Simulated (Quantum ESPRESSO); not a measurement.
**Magnetic state of Nickel from several starts**

A self-consistent run ends on one state, which hangs on the start. Several orders of Nickel are started in Quantum ESPRESSO and their energies compared.

Method: PBE; plane waves with GBRV 1.5 PBE potentials, no spin-orbit coupling, in Quantum ESPRESSO 7.5.

## 1. The starting structure

The structure is cubic, space group Fm-3m (No. 225). The conventional cell has a = 3.524 Å, b = 3.524 Å, c = 3.524 Å, α = 90.00°, β = 90.00°, γ = 90.00°. Ni has 12 Ni at 2.49 Å nearest.

Structure file:

```cif
data_structure
_symmetry_space_group_name_H-M 'P 1'
_symmetry_Int_Tables_number 1
_cell_length_a 2.4918
_cell_length_b 2.4918
_cell_length_c 2.4918
_cell_angle_alpha 60.000
_cell_angle_beta 60.000
_cell_angle_gamma 60.000
_cell_volume 10.94
loop_
_atom_site_label
_atom_site_type_symbol
_atom_site_fract_x
_atom_site_fract_y
_atom_site_fract_z
_atom_site_occupancy
Ni1 Ni 0.00000 0.00000 0.00000 1
```

The cell comes from the Crystallography Open Database.

## 2. Start 1: ferro +

The signs are those of the starting moments on the seeded atoms, the atoms that are given a moment.

pw.in

```
&CONTROL
  calculation = 'scf'
  prefix = 'pwscf'
  outdir = './tmp'
  pseudo_dir = './pseudo'
  disk_io = 'nowf'
/
&SYSTEM
  ibrav = 0
  celldm(1) = 8
  nat = 1
  ntyp = 1
  ecutwfc = 40
  ecutrho = 280
  nbnd = 15
  occupations = 'smearing'
  smearing = 'fd'
  degauss = 0.00367493
  nspin = 2
  starting_magnetization(1) = 0.0556
/
&ELECTRONS
  conv_thr = 2d-09
  electron_maxstep = 150
  mixing_beta = 0.3
/
ATOMIC_SPECIES
Ni     58.6934 ni_pbe_v1.4.uspp.F.UPF
CELL_PARAMETERS alat
   0.0000000000000    0.4161968249241    0.4161968249241
   0.4161968249241    0.0000000000000    0.4161968249241
   0.4161968249241    0.4161968249241    0.0000000000000
ATOMIC_POSITIONS crystal
Ni      0.0000000000    0.0000000000    0.0000000000
K_POINTS automatic
16 16 16 0 0 0
```

Command:

```console
OMP_NUM_THREADS=1 mpirun -n 4 pw.x -nk 4 -in pw.in > pw.out
```

Output:

```text
Program PWSCF v.7.5 starts

     Message from routine setup:
     using ibrav=0 with symmetry is DISCOURAGED, use correct ibrav instead

     K-points division:     npool     =       4
     Subspace diagonalization in iterative solution of the eigenvalue problem:

     G-vector sticks info
     --------------------
     sticks:   dense  smooth     PW     G-vecs:    dense   smooth      PW
     Sum         433     253     85                 5817     2565     537

     Using Slab Decomposition

     bravais-lattice index     =            0
     lattice parameter (alat)  =       8.0000  a.u.
     unit-cell volume          =      73.8238 (a.u.)^3
     number of atoms/cell      =            1
     number of atomic types    =            1
     number of electrons       =        18.00
     number of Kohn-Sham states=           15
     kinetic-energy cutoff     =      40.0000  Ry
     charge density cutoff     =     280.0000  Ry
     scf convergence threshold =      2.0E-09
     mixing beta               =       0.3000
     number of iterations used =            8  plain     mixing
     Exchange-correlation=  SLA  PW   PBX  PBC
                           (   1   4   3   4   0   0   0)

     celldm(1)=   8.000000  celldm(2)=   0.000000  celldm(3)=   0.000000
     celldm(4)=   0.000000  celldm(5)=   0.000000  celldm(6)=   0.000000

     crystal axes: (cart. coord. in units of alat)
               a(1) = (   0.000000   0.416197   0.416197 )
               a(2) = (   0.416197   0.000000   0.416197 )
               a(3) = (   0.416197   0.416197   0.000000 )

     reciprocal axes: (cart. coord. in units 2 pi/alat)
               b(1) = ( -1.201355  1.201355  1.201355 )
               b(2) = (  1.201355 -1.201355  1.201355 )
               b(3) = (  1.201355  1.201355 -1.201355 )

     PseudoPot. # 1 for Ni read from file:
     ni_pbe_v1.4.uspp.F.UPF
     Pseudo is Ultrasoft + core correction, Zval = 18.0
     Generated by new atomic code, or converted to UPF format
     Using radial grid of  865 points,  6 beta functions with:
                l(1) =   0
                l(2) =   0
                l(3) =   1
                l(4) =   1
                l(5) =   2
                l(6) =   2
     Q(r) pseudized with 10 coefficients,  rinner =    0.980   0.980   0.980
                                                       0.980   0.980

     atomic species   valence    mass     pseudopotential
     Ni               18.00    58.69340     Ni( 1.00)

     Starting magnetic structure
     atomic species   magnetization
     Ni              0.056

     48 Sym. Ops., with inversion, found

   Cartesian axes

     site n.     atom                  positions (alat units)
         1        Ni     tau(   1) = (   0.0000000   0.0000000   0.0000000  )

     number of k points=   145  Fermi-Dirac smearing, width (Ry)=  0.0037

     Number of k-points >= 100: set verbosity='high' to print them.

     Dense  grid:     5817 G-vectors     FFT dimensions: (  25,  25,  25)

     Smooth grid:     2565 G-vectors     FFT dimensions: (  20,  20,  20)

     Check: negative core charge=   -0.000020
     Generating pointlists ...
     new r_m :   0.2428 (alat units)  1.9424 (a.u.) for type    1

     Initial potential from superposition of free atoms

     starting charge      16.0000, renormalised to      18.0000
     Starting wfcs are   13 randomized atomic wfcs +    2 random wfcs

     Self-consistent Calculation

     iteration #  1     ecut=    40.00 Ry     beta= 0.30
     Davidson diagonalization with overlap
     ethr =  1.00E-02,  avg # of iterations =  4.6

     total energy              =    -336.84086906 Ry
     estimated scf accuracy    <      31.73821209 Ry

     total magnetization       =     0.18 Bohr mag/cell
     absolute magnetization    =     0.20 Bohr mag/cell

     iteration #  2     ecut=    40.00 Ry     beta= 0.30
     Davidson diagonalization with overlap
     ethr =  1.00E-02,  avg # of iterations =  3.0

     total energy              =    -343.02153779 Ry
     estimated scf accuracy    <       1.24518171 Ry

     total magnetization       =     0.42 Bohr mag/cell
     absolute magnetization    =     0.48 Bohr mag/cell

     iteration #  3     ecut=    40.00 Ry     beta= 0.30
     Davidson diagonalization with overlap
     ethr =  6.92E-03,  avg # of iterations =  2.0

     total energy              =    -343.26586749 Ry
     estimated scf accuracy    <       0.05830843 Ry

     total magnetization       =     0.68 Bohr mag/cell
     absolute magnetization    =     0.75 Bohr mag/cell

     [... further iterations left out ...]

     iteration #  8     ecut=    40.00 Ry     beta= 0.30
     Davidson diagonalization with overlap
     ethr =  5.27E-08,  avg # of iterations =  1.9

     total energy              =    -343.27815297 Ry
     estimated scf accuracy    <       0.00000062 Ry

     total magnetization       =     0.62 Bohr mag/cell
     absolute magnetization    =     0.72 Bohr mag/cell

     iteration #  9     ecut=    40.00 Ry     beta= 0.30
     Davidson diagonalization with overlap
     ethr =  3.44E-09,  avg # of iterations =  2.0

     total energy              =    -343.27815330 Ry
     estimated scf accuracy    <       0.00000088 Ry

     total magnetization       =     0.62 Bohr mag/cell
     absolute magnetization    =     0.72 Bohr mag/cell

     iteration # 10     ecut=    40.00 Ry     beta= 0.30
     Davidson diagonalization with overlap
     ethr =  3.44E-09,  avg # of iterations =  1.5

     total energy              =    -343.27815351 Ry
     estimated scf accuracy    <       0.00000003 Ry

     total magnetization       =     0.62 Bohr mag/cell
     absolute magnetization    =     0.72 Bohr mag/cell

     iteration # 11     ecut=    40.00 Ry     beta= 0.30
     Davidson diagonalization with overlap
     ethr =  1.94E-10,  avg # of iterations =  1.5

     Magnetic moment per site  (integrated on atomic sphere of radius R)
     atom   1 (R=0.243)  charge= 16.7040  magn=  0.6648

     End of self-consistent calculation

     Number of k-points >= 100: set verbosity='high' to print the bands.

     the Fermi energy is    17.7770 ev

!    total energy              =    -343.27815361 Ry
     estimated scf accuracy    <          1.6E-09 Ry
     smearing contrib. (-TS)   =      -0.00107582 Ry
     internal energy E=F+TS    =    -343.27707779 Ry

     The total energy is F=E-TS. E is the sum of the following terms:
     one-electron contribution =    -192.37279488 Ry
     hartree contribution      =     107.73143662 Ry
     xc contribution           =     -35.55987792 Ry
     ewald contribution        =    -223.07584162 Ry

     total magnetization       =     0.62 Bohr mag/cell
     absolute magnetization    =     0.72 Bohr mag/cell

     convergence has been achieved in  11 iterations

=------------------------------------------------------------------------------=
   JOB DONE.
=------------------------------------------------------------------------------=
```

The job ended after 3.7 s (4 MPI ranks of Intel Xeon 6975P-C (Granite Rapids), shared host; peak memory 0.25 GiB).

Spin moment in the atom's sphere by atom:

```
atom  spin moment in the atom's sphere (μB)
 Ni1                                  0.665
```

Numbers from this step:

```yaml
smearing_term_ts: 0.01464 eV
magnetization: 0.623 μB
absolute_magnetization: 0.724 μB
final_state: ferromagnetic
```

Spin density in the ac plane of the conventional cell at fractional y = 0.000, with atoms of Ni within 0.2 Å of it.

Ten even steps from '0' (0.0 e/Å³) to '9' (2.1 e/Å³), each cell a mean:
```
74000000000015
11000000000001
00000000000000
00000000000000
00000000000000
00000145300000
00000179500000
00000157400000
00000011100000
00000000000000
00000000000000
00000000000000
53000000000014
95000000000017
```
Columns run along a (3.5 Å), rows up along c (3.5 Å), edges of the conventional cell, whose origin can differ from the input's. Atoms in or near the plane, at fractional coordinates: Ni at (0.00, 0.00), Ni at (0.50, 0.50).

Valence density in the ac plane of the conventional cell at fractional y = 0.000, with atoms of Ni within 0.2 Å of it. It is the smooth field of the valence electrons, not physical close to the nuclei.

Ten even steps from '0' (0 e/Å³) to '9' (38 e/Å³), each cell a mean:
```
85100000000027
31000000000002
00000000000000
00000000000000
00000011000000
00000157400000
00000389710000
00000278510000
00000023100000
00000000000000
00000000000000
10000000000001
74000000000015
97100000000038
```
Columns run along a (3.5 Å), rows up along c (3.5 Å), edges of the conventional cell, whose origin can differ from the input's. Atoms in or near the plane, at fractional coordinates: Ni at (0.00, 0.00), Ni at (0.50, 0.50).

## 3. Start 2: antiferro q=(0,1/2,1/2) +−

The cell is doubled to 2 atoms to hold this order. The wavevector q is in fractions of the reciprocal vectors of the crystal's primitive cell, as the cells of these inputs are built from it; moments change sign between cells as cos(2π q·R).

pw.in

```
&CONTROL
  calculation = 'scf'
  prefix = 'pwscf'
  outdir = './tmp'
  pseudo_dir = './pseudo'
  disk_io = 'nowf'
/
&SYSTEM
  ibrav = 0
  celldm(1) = 8
  nat = 2
  ntyp = 2
  ecutwfc = 40
  ecutrho = 280
  nbnd = 25
  occupations = 'smearing'
  smearing = 'fd'
  degauss = 0.00367493
  nspin = 2
  starting_magnetization(1) = 0.0556
  starting_magnetization(2) = -0.0556
/
&ELECTRONS
  conv_thr = 4d-09
  electron_maxstep = 150
  mixing_beta = 0.3
/
ATOMIC_SPECIES
Ni1    58.6934 ni_pbe_v1.4.uspp.F.UPF
Ni2    58.6934 ni_pbe_v1.4.uspp.F.UPF
CELL_PARAMETERS alat
   0.0000000000000    0.4161968249241    0.4161968249241
   0.8323936498481    0.0000000000000    0.8323936498481
   0.8323936498481    0.4161968249241    0.4161968249241
ATOMIC_POSITIONS crystal
Ni1     0.0000000000    0.0000000000    0.0000000000
Ni2     0.0000000000    0.5000000000    0.0000000000
K_POINTS automatic
16 8 16 0 0 0
```

Output:

```text
[banner, memory and clock lines left out]
Program PWSCF v.7.5 starts

     Message from routine setup:
     using ibrav=0 with symmetry is DISCOURAGED, use correct ibrav instead

     bravais-lattice index     =            0
     lattice parameter (alat)  =       8.0000  a.u.
     unit-cell volume          =     147.6475 (a.u.)^3
     number of atoms/cell      =            2
     number of atomic types    =            2
     number of electrons       =        36.00
     number of Kohn-Sham states=           25
     kinetic-energy cutoff     =      40.0000  Ry
     charge density cutoff     =     280.0000  Ry
     scf convergence threshold =      4.0E-09
     mixing beta               =       0.3000
     number of iterations used =            8  plain     mixing
     Exchange-correlation=  SLA  PW   PBX  PBC
                           (   1   4   3   4   0   0   0)

     celldm(1)=   8.000000  celldm(2)=   0.000000  celldm(3)=   0.000000
     celldm(4)=   0.000000  celldm(5)=   0.000000  celldm(6)=   0.000000

     crystal axes: (cart. coord. in units of alat)
               a(1) = (   0.000000   0.416197   0.416197 )
               a(2) = (   0.832394   0.000000   0.832394 )
               a(3) = (   0.832394   0.416197   0.416197 )

     reciprocal axes: (cart. coord. in units 2 pi/alat)
               b(1) = ( -1.201355  1.201355  1.201355 )
               b(2) = ( -0.000000 -1.201355  1.201355 )
               b(3) = (  1.201355  1.201355 -1.201355 )

     PseudoPot. # 1 for Ni read from file:
     ni_pbe_v1.4.uspp.F.UPF
     Pseudo is Ultrasoft + core correction, Zval = 18.0

     PseudoPot. # 2 for Ni read from file:
     ni_pbe_v1.4.uspp.F.UPF
     Pseudo is Ultrasoft + core correction, Zval = 18.0

     atomic species   valence    mass     pseudopotential
     Ni1              18.00    58.69340     Ni( 1.00)
     Ni2              18.00    58.69340     Ni( 1.00)

     Starting magnetic structure
     atomic species   magnetization
     Ni1             0.056
     Ni2            -0.056

     16 Sym. Ops., with inversion, found

   Cartesian axes

     site n.     atom                  positions (alat units)
         1        Ni1    tau(   1) = (   0.0000000   0.0000000   0.0000000  )
         2        Ni2    tau(   2) = (   0.4161968   0.0000000   0.4161968  )

     number of k points=   205  Fermi-Dirac smearing, width (Ry)=  0.0037

     Number of k-points >= 100: set verbosity='high' to print them.

     Dense  grid:    11691 G-vectors     FFT dimensions: (  25,  54,  45)

     Smooth grid:     5063 G-vectors     FFT dimensions: (  20,  40,  36)

     Check: negative core charge=   -0.000020
     Generating pointlists ...
     new r_m :   0.2428 (alat units)  1.9424 (a.u.) for type    1
     new r_m :   0.2428 (alat units)  1.9424 (a.u.) for type    2

     Initial potential from superposition of free atoms

     starting charge      32.0000, renormalised to      36.0000
     Starting wfcs are   26 randomized atomic wfcs

     Self-consistent Calculation

     iteration #  1     ecut=    40.00 Ry     beta= 0.30
     Davidson diagonalization with overlap
     ethr =  1.00E-02,  avg # of iterations =  4.5

     total energy              =    -673.84050128 Ry
     estimated scf accuracy    <      63.07952756 Ry

     total magnetization       =    -0.00 Bohr mag/cell
     absolute magnetization    =     0.47 Bohr mag/cell

     iteration #  2     ecut=    40.00 Ry     beta= 0.30
     Davidson diagonalization with overlap
     ethr =  1.00E-02,  avg # of iterations =  3.2

     total energy              =    -686.03379109 Ry
     estimated scf accuracy    <       2.45064646 Ry

     total magnetization       =    -0.00 Bohr mag/cell
     absolute magnetization    =     0.72 Bohr mag/cell

     [... further iterations left out ...]

     iteration # 22     ecut=    40.00 Ry     beta= 0.30
     Davidson diagonalization with overlap
     ethr =  7.89E-11,  avg # of iterations =  2.1

     total energy              =    -686.54759845 Ry
     estimated scf accuracy    <       0.00000001 Ry

     total magnetization       =     0.00 Bohr mag/cell
     absolute magnetization    =     0.01 Bohr mag/cell

     iteration # 23     ecut=    40.00 Ry     beta= 0.30
     Davidson diagonalization with overlap
     ethr =  3.20E-11,  avg # of iterations =  3.0

     Magnetic moment per site  (integrated on atomic sphere of radius R)
     atom   1 (R=0.243)  charge= 16.7081  magn=  0.0001
     atom   2 (R=0.243)  charge= 16.7081  magn=  0.0002

     End of self-consistent calculation

     Number of k-points >= 100: set verbosity='high' to print the bands.

     the Fermi energy is    17.5600 ev

!    total energy              =    -686.54759964 Ry
     estimated scf accuracy    <          1.9E-09 Ry
     smearing contrib. (-TS)   =      -0.00454390 Ry
     internal energy E=F+TS    =    -686.54305574 Ry

     The total energy is F=E-TS. E is the sum of the following terms:
     one-electron contribution =    -384.81426486 Ry
     hartree contribution      =     215.52627584 Ry
     xc contribution           =     -71.10338347 Ry
     ewald contribution        =    -446.15168325 Ry

     total magnetization       =     0.00 Bohr mag/cell
     absolute magnetization    =     0.00 Bohr mag/cell

     convergence has been achieved in  23 iterations
```

It took 43 s on 4 MPI ranks; peak memory 0.4 GiB.

Spin moment in the atom's sphere by atom:

```
atom  spin moment in the atom's sphere (μB)
 Ni1                                 0.0001
 Ni2                                 0.0002
```

Numbers from this step:

```yaml
smearing_term_ts: 0.06182 eV
magnetization: 0 μB
absolute_magnetization: 0 μB
final_state: non-magnetic
```

(Continued in part 2 of 2.)

[Logs and program files are shortened in this print: banners, set-up blocks, solver, clock and traceback lines can be left out without a mark of their own.]

[Logs are printed without paths, hosts, clocks, repeated set-up lines and the standing remarks that a program may print on its own settings, such as how far it seeks lower states.]

[Hosts, paths, dates, database ids (printed as entryN), source tags and the programs' standing remarks are cut or masked in the printed files.]

[Where a cell is said to come from a database of computed structures, the database is the Materials Project.]
